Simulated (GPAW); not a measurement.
# Conductance along a series: a Bi chain with one atom pushed aside at constant bond length, part 2 of 2

How does transport respond as one structural variable is stepped? The junctions: a Bi chain with one atom pushed aside at constant bond length.

GPAW 26.7.0; GPAW LCAO, PAW setups; Landauer transmission from Green's functions with principal layers (ASE), zero bias.

So far, transmission at the Fermi level (one spin): step 2 (member of the series, offset 0.3 Å) 3.00; step 3 (another cell, offset 0.6 Å) 2.99; step 4 (another cell, offset 0.9 Å) 2.96; step 5 (another cell, offset 1.2 Å) 2.83.

## (7) Broadening 1e-05: eta = 1e-05

The broadening keeps the Green's functions finite; too large a value absorbs electrons where channels are open and leaks them where none are.

Input file run.py:

```python
import json
import numpy as np
from ase import Atoms
from ase.transport.calculators import TransportCalculator
from gpaw import GPAW, FermiDirac
from gpaw.lcao.tools import get_lcao_hamiltonian
from scipy.linalg import eigh

# The junction with lead layers at both ends, along the third cell vector
device = Atoms(
    ['Bi', 'Bi', 'Bi', 'Bi', 'Bi', 'Bi', 'Bi', 'Bi', 'Bi'],
    positions=[
        [4.50000, 4.50000, 1.45000],
        [4.50000, 4.50000, 4.35000],
        [4.50000, 4.50000, 7.25000],
        [4.50000, 4.50000, 10.15000],
        [4.80000, 4.50000, 13.03444],
        [4.50000, 4.50000, 15.91888],
        [4.50000, 4.50000, 18.81888],
        [4.50000, 4.50000, 21.71888],
        [4.50000, 4.50000, 24.61888]],
    cell=[[9.0, 0.0, 0.0], [0.0, 9.0, 0.0], [0.0, 0.0, 26.06888]],
    pbc=True)

# One principal layer of the lead: the first 2 atoms of the device
lead = Atoms(
    ['Bi', 'Bi'],
    positions=[
        [4.50000, 4.50000, 1.45000],
        [4.50000, 4.50000, 4.35000]],
    cell=[[9.0, 0.0, 0.0], [0.0, 9.0, 0.0], [0.0, 0.0, 5.8]],
    pbc=True)

settings = dict(mode='lcao', basis='dzp', xc='RPBE', h=0.2,
                occupations=FermiDirac(0.1), maxiter=250,
                mixer=dict(beta=0.1, nmaxold=8, weight=100.0),
                convergence=dict(density=0.0001))
energies = np.arange(-2, 2 + 1e-9, 0.05)
eta = 1e-05
n1, n2 = 1, 1
# k and -k transmit alike, so half of the mesh across the current serves
mesh = [(i, j) for i in range(n1) for j in range(n2) if (i, j) <= (-i % n1, -j % n2)]
weights = np.array([1 if (i, j) == (-i % n1, -j % n2) else 2 for i, j in mesh]) / (n1 * n2)

# [... helper functions left out ...]
fermi_lead = ground_state(lead, (1, 1, 19), 'lead.txt')
fermi_device = ground_state(device, (1, 1, 3), 'device.txt')
# [... loop over the mesh left out, but for ...]
        # Shift the lead onto the potential of the device's first layer
        shift = ((H[:, 0, 0] - H0[:, 0, 0]) / S0[0, 0]).real.mean()
# [...]
kT = 8.617333e-5 * 77
bias = [0.1, 0.2, 0.5, 1.0, 1.5, 2.0]
# [... integrals and printing left out ...]
```

Started as:

```console
$ OMP_NUM_THREADS=1 OPENBLAS_NUM_THREADS=1 python run.py
```

What it wrote:

```text
basis functions: device 207, principal layer 46
Fermi level: lead -2.7442 eV, device -2.7292 eV; lead shifted by -0.0296 eV
largest coupling past the next layer 5.82e-06 eV, largest misfit of the first layer 0.013 eV
  E-E_F (eV)   T (one spin)  [channel counts left out]
    -2.000    9.9868e-01
    -1.950    9.9854e-01
    -1.900    9.9836e-01
    -1.850    9.9813e-01
    -1.800    9.9780e-01
    -1.750    9.9734e-01
    -1.700    9.9665e-01
    -1.650    9.9556e-01
    -1.600    9.9360e-01
    -1.550    9.8938e-01
    -1.500    9.7520e-01
    -1.450    2.2477e+00
    -1.400    2.7928e+00
    -1.350    2.8898e+00
    -1.300    2.9306e+00
    -1.250    2.9515e+00
[...]
1.650    2.9103e+00
     1.700    2.8405e+00
     1.750    8.7603e-01
     1.800    9.9004e-01
     1.850    9.9466e-01
     1.900    9.9631e-01
     1.950    9.9715e-01
     2.000    9.9765e-01
conductance at 77 K: 2.9996 G0 a cell; thermopower -0.0001624 uV/K
current from the zero-bias T(E) at 0.1 V: 23.241 uA
current from the zero-bias T(E) at 0.2 V: 46.482 uA
current from the zero-bias T(E) at 0.5 V: 116.2 uA
current from the zero-bias T(E) at 1.0 V: 232.38 uA
current from the zero-bias T(E) at 1.5 V: 348.51 uA
current from the zero-bias T(E) at 2.0 V: 464.48 uA
```

Run time: 21 s. Hardware: 1 thread of Arm Neoverse V2, shared host; peak memory 0.88 GiB.

Numbers from this step:

```yaml
conductance: 3.000 G₀
largest_misfit_of_the_first_principal_layer: 0.01327 eV
shift_that_aligns_the_lead: -0.02962 eV
transmission_at_the_fermi_level_one_spin: 3.000
```

One spin. The transmission, zone mean by energy, zero at the Fermi level:

energy (eV), transmission, zone mean and a bar from the least value:
```
    -2.00       1.00 
    -1.90       1.00 
    -1.80       1.00 
    -1.70       1.00 
    -1.55       0.99 
    -1.45       2.25 ###################
    -1.35       2.89 ############################
    -1.25       2.95 #############################
    -1.15       2.97 ##############################
    -1.05       2.98 ##############################
    -0.90       2.99 ##############################
    -0.80       2.99 ##############################
    -0.70       3.00 ##############################
    -0.60       3.00 ##############################
    -0.50       3.00 ##############################
    -0.40       3.00 ##############################
    -0.25       3.00 ##############################
    -0.15       3.00 ##############################
    -0.05       3.00 ##############################
     0.00       3.00 ##############################
     0.05       3.00 ##############################
     0.15       3.00 ##############################
     0.25       3.00 ##############################
     0.40       3.00 ##############################
     0.50       3.00 ##############################
     0.60       3.00 ##############################
     0.70       3.00 ##############################
     0.80       3.00 ##############################
     0.90       3.00 ##############################
     1.05       2.99 ##############################
     1.15       2.99 ##############################
     1.25       2.99 ##############################
     1.35       2.98 ##############################
     1.45       2.97 ##############################
     1.55       2.95 #############################
     1.70       2.84 ############################
     1.80       0.99 
     1.90       1.00 
     2.00       1.00
```

Not self-consistent under bias; the bias window is split evenly. Table of current through one cell, from the zero-bias transmission by bias:

```
bias (V)  current through one cell, from the zero-bias transmission (μA)
   0.100                                                            23.2
   0.200                                                            46.5
   0.500                                                             116
   1.000                                                             232
   1.500                                                             349
   2.000                                                             464
```

The transmission of the three most open eigenchannels by energy, zero at the Fermi level:

```
energy (eV)  channel 1  channel 2  channel 3
     -2.000      0.999          0          0
     -1.800      0.998          0          0
     -1.600      0.994          0          0
     -1.400      0.999      0.952      0.841
     -1.200      1.000      0.994      0.970
     -1.000      1.000      0.998      0.985
     -0.800      1.000      0.999      0.994
     -0.600      1.000      1.000      0.997
     -0.400      1.000      1.000      0.999
     -0.200      1.000      1.000      1.000
      0.000      1.000      1.000      1.000
      0.200      1.000      1.000      1.000
      0.400      1.000      1.000      0.999
      0.600      1.000      1.000      0.999
      0.800      1.000      1.000      0.998
      1.000      1.000      1.000      0.996
      1.200      1.000      0.999      0.991
      1.400      0.999      0.999      0.978
      1.600      1.000      0.993      0.944
      1.800      0.990    3.9e-10    2.5e-10
      2.000      0.998          0          0
```

The conductance equals that of the unchanged run to 0.2 %.

## (8) Results

```yaml
conductance_first_and_last_member: 3.00 and 2.83 G₀
largest_and_smallest: 3.00 and 2.83 G₀
```

In words: As the sideways shift goes from 0.3 to 1.2 Å, the conductance goes from 3.00 to 2.83 G₀. The conductance falls at every step of the series. The geometry was built from estimated bond lengths and not relaxed, so the numbers describe this model structure. The run had no spin polarisation, so a magnetic state, which chains and small molecules with open shells often have, wasn't tested. Spin-orbit coupling is left out, which matters for the heavy atoms here. An evenly spaced straight chain is an idealisation: free chains tend to dimerise, zigzag or, where a band edge lies near the Fermi level, turn magnetic. The currents use the zero-bias T(E) throughout, which holds only while the bias is small against the distance to the nearest feature. The energy step is wider than the thermal energy, so the conductance and thermopower rest on interpolation of T(E).

[Logs are printed without paths, hosts, clocks, repeated set-up lines and the standing remarks that a program may print on its own settings, such as how far it seeks lower states.]

[Hosts, paths, dates, database ids (printed as entryN), source tags and the programs' standing remarks are cut or masked in the printed files.]
